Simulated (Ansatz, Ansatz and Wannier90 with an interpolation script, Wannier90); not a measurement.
Rows from a G0W0 calculation on KMgH3 (Pm-3m) (Ansatz 0.2.0; G0W0 on LDA, plane waves, PAW; 4×4×4 mesh, 245 empty bands, screening to 140 eV), in eV. Spin-orbit coupling is left out.

```csv
row,k,band,start,Σx,Σc at the solution,Vxc
A,"(-0.500, -0.500, -0.500)",v1,0.815,-14.566,2.579,-10.611
B,"(0.000, 0.000, -0.500)",v2,0.100,-14.318,2.746,-10.271
C,"(0.000, 0.000, -0.500)",v1,2.975,-14.318,1.865,-11.031
D,"(0.000, 0.000, -0.500)",v3,-0.955,-15.832,3.354,-11.199
E,"(-0.500, -0.500, -0.500)",c1,5.032,-5.891,-3.492,-10.229
F,"(0.000, 0.000, -0.500)",c1,8.035,-4.719,-4.103,-9.932
```

Question: Work out each quasiparticle level and how far it moved.

The quasiparticle equation reads E = start + Σx + Σc(E) − Vxc.

```csv
row,E (eV),shift (eV)
A,-0.561,−1.376
B,-1.201,−1.302
C,1.554,−1.421
D,-2.233,−1.279
E,5.877,+0.845
F,9.145,+1.111
```

The gap over the computed points goes from 2.06 eV to 4.32 eV.

Limits: not at the basis limit; coarse k mesh.

[Paths, hosts, dates, memory and timing lines, banners, echoed tables and standing remarks are left out of the program output.]

[Logs are printed without paths, hosts, clocks, repeated set-up lines and the standing remarks that a program may print on its own settings, such as how far it seeks lower states.]

[Runs of the session that timed out or met a known fault of the program may be left out.]

[Hosts, paths, dates, database ids (printed as entryN), source tags and the programs' standing remarks are cut or masked in the printed files.]
